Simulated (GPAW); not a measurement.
# Ballistic transport through benzene-1,4-diamine between two Au chains, cheap and dear, part 2 of 2

Aim: T(E), conductance and thermopower of benzene-1,4-diamine between two Au chains, and what cheaper settings cost in accuracy.

GPAW 26.7.0; GPAW LCAO, PAW setups; Landauer transmission from Green's functions with principal layers (ASE), zero bias.

So far, transmission at the Fermi level (one spin): step 2 (double-zeta polarised basis, PBE, GPAW) 0.0818; step 3 (basis szp(dzp), PBE, GPAW) 0.112; step 4 (basis sz(dzp), PBE, GPAW) 0.156; step 5 (LDA) 0.0900.

**8. K-points along the lead 40: lead_nz = 40 (continued)**

Not self-consistent under bias; the bias window is split evenly. Table of current through one cell, from the zero-bias transmission by bias:

```csv
bias (V),"current through one cell, from the zero-bias transmission (μA)"
0.100,0.650
0.200,1.31
0.500,3.36
1.000,6.74
1.500,9.58
2.000,12.2
```

Transmission of the three most open eigenchannels against energy, zero at the Fermi level:

```csv
energy (eV),channel 1,channel 2,channel 3
-2.00,0.0563,1.0e-4,1.4e-6
-1.85,0.0138,5.4e-4,1.0e-6
-1.70,0.0130,8.4e-7,8.1e-7
-1.60,0.0181,1.5e-6,7.6e-7
-1.45,0.0289,1.8e-6,6.8e-7
-1.30,0.0455,1.5e-6,6.6e-7
-1.15,0.120,1.3e-5,2.1e-6
-1.05,0.0870,2.3e-5,2.6e-6
-0.90,0.0719,2.1e-5,3.5e-6
-0.75,0.0749,1.8e-5,2.3e-6
-0.60,0.0915,1.5e-5,2.2e-6
-0.50,0.108,1.2e-5,2.0e-6
-0.35,0.121,6.9e-6,1.7e-6
-0.20,0.115,1.6e-6,2.7e-9
-0.05,0.0898,0,0
0.00,0.0817,0,0
0.05,0.0756,0,0
0.20,0.0641,0,0
0.35,0.0585,0,0
0.50,0.0564,0,0
0.60,0.0563,0,0
0.75,0.0579,0,0
0.90,0.0609,0,0
1.05,0.0665,0,0
1.15,0.0716,0,0
1.30,0.0822,0,0
1.45,0.0977,0,0
1.60,0.121,0,0
1.70,0.143,0,0
1.85,0.191,0,0
2.00,0.273,0,0
```

The conductance equals that of the dzp run to 0.2 %.

**9. Another change of settings**

A last run, with other settings again.

run.py

```python
import json
import numpy as np
from ase import Atoms
from ase.transport.calculators import TransportCalculator
from gpaw import GPAW, FermiDirac
from gpaw.lcao.tools import get_lcao_hamiltonian
from scipy.linalg import eigh

# The junction with lead layers at both ends, along the third cell vector
device = Atoms(
    ['Au', 'Au', 'Au', 'Au', 'Au', 'H', 'H', 'N', 'C', 'H', 'H', 'C', 'C', 'C', 'C', 'H', 'H', 'C', 'N', 'H', 'H', 'Au', 'Au', 'Au', 'Au', 'Au'],
    positions=[
        [5.39885, 4.51413, 1.30000],
        [5.39885, 4.51413, 3.90000],
        [5.39885, 4.51413, 6.50000],
        [5.39885, 4.51413, 9.10000],
        [5.39885, 4.51413, 11.70000],
        [4.55580, 3.25000, 13.23826],
        [6.24190, 3.25000, 13.23826],
        [5.39885, 3.72302, 13.54777],
        [5.39885, 4.03801, 14.91107],
        [7.54770, 4.15539, 15.06833],
        [3.25000, 4.15539, 15.06833],
        [6.59774, 4.29888, 15.57527],
        [4.19997, 4.29888, 15.57527],
        [6.59774, 4.72937, 16.90700],
        [4.19997, 4.72937, 16.90700],
        [7.54771, 4.87286, 17.41394],
        [3.25000, 4.87286, 17.41394],
        [5.39885, 4.99024, 17.57120],
        [5.39885, 5.30524, 18.93450],
        [6.24190, 5.77825, 19.24401],
        [4.55581, 5.77825, 19.24401],
        [5.39885, 4.51413, 20.78227],
        [5.39885, 4.51413, 23.38227],
        [5.39885, 4.51413, 25.98227],
        [5.39885, 4.51413, 28.58227],
        [5.39885, 4.51413, 31.18227]],
    cell=[[10.79771, 0.0, 0.0], [0.0, 9.02825, 0.0], [0.0, 0.0, 32.48227]],
    pbc=True)

# One principal layer of the lead: the first 3 atoms of the device
lead = Atoms(
    ['Au', 'Au', 'Au'],
    positions=[
        [5.39885, 4.51413, 1.30000],
        [5.39885, 4.51413, 3.90000],
        [5.39885, 4.51413, 6.50000]],
    cell=[[10.79771, 0.0, 0.0], [0.0, 9.02825, 0.0], [0.0, 0.0, 7.8]],
    pbc=True)

settings = dict(mode='lcao', basis='dzp', xc='PBE', h=0.18,
                occupations=FermiDirac(0.1), maxiter=60,
                mixer=dict(beta=0.1, nmaxold=8, weight=100.0),
                convergence=dict(density=0.0001))
energies = np.arange(-2, 2 + 1e-9, 0.05)
eta = 0.5
n1, n2 = 1, 1
# k and -k transmit alike, so half of the mesh across the current serves
mesh = [(i, j) for i in range(n1) for j in range(n2) if (i, j) <= (-i % n1, -j % n2)]
weights = np.array([1 if (i, j) == (-i % n1, -j % n2) else 2 for i, j in mesh]) / (n1 * n2)

# [... helper functions left out ...]
fermi_lead = ground_state(lead, (1, 1, 15), 'lead.txt')
fermi_device = ground_state(device, (1, 1, 3), 'device.txt')
# [... loop over the mesh left out, but for ...]
        # Shift the lead onto the potential of the device's first layer
        shift = ((H[:, 0, 0] - H0[:, 0, 0]) / S0[0, 0]).real.mean()
# [...]
kT = 8.617333e-5 * 500
bias = [0.1, 0.2, 0.5, 1.0, 1.5, 2.0]
# [... integrals and printing left out ...]
```

Started as:

```
> OMP_NUM_THREADS=1 OPENBLAS_NUM_THREADS=1 python run.py
```

The job ended after 60 s (1 thread of Arm Neoverse V2, shared host; peak memory 1.7 GiB).

The run finished. A setting was moved off its sound value on purpose, so it serves as a test and not as the result.

The fault put into the input: a broadening of tenths of an eV (eta = 0.5).

The two runs compared:

| quantity | this run | sound run | difference |
| --- | --- | --- | --- |
| conductance (G₀) | 5.828e-4 | 0.083675 | -0.0831 |
| transmission at the Fermi level (one spin) | 5.766e-4 | 0.081762 | -0.0812 |

The two runs differ clearly in the conductance: 5.8e-4 G₀ against 0.0837 G₀.

**10. Summary of results**

- conductance: 0.0837 G₀
- transmission at the Fermi level, mean of the spins: 0.0818

What this shows: In the dzp basis the junction conducts 0.0837 G₀ at 500 K, with T = 0.0818 a spin at the Fermi level; no smaller basis tried comes within 10 % of that conductance. At the Fermi level one eigenchannel carries the current (0.082). Measured against the first run (dzp), the nearest curve is that of dzp-LDA (r.m.s. 0.10) and the farthest that of sz (0.38). Over the compared runs wall time goes from 39 s (sz) to 61 s (dzp), on a shared host. The geometry was built from estimated bond lengths and not relaxed, so the numbers describe this model structure. Spin-orbit coupling is left out, which matters for the heavy atoms here. Semilocal functionals put molecular levels too near the Fermi level, so such conductances usually come out too high, and chain electrodes have a sharper density of states than real ones. An evenly spaced straight chain is an idealisation: free chains tend to dimerise, zigzag or, where a band edge lies near the Fermi level, turn magnetic. A hydrogen of the molecule lies 2.16 Å from a Au atom, a contact that relaxation would open. The currents use the zero-bias T(E) throughout, which holds only while the bias is small against the distance to the nearest feature. The thermopower isn't quoted: it samples T(E) farther from the Fermi level than the conductance does, and the energy grid wasn't tested for it.

[Logs are printed without paths, hosts, clocks, repeated set-up lines and the standing remarks that a program may print on its own settings, such as how far it seeks lower states.]

[Hosts, paths, dates, database ids (printed as entryN), source tags and the programs' standing remarks are cut or masked in the printed files.]
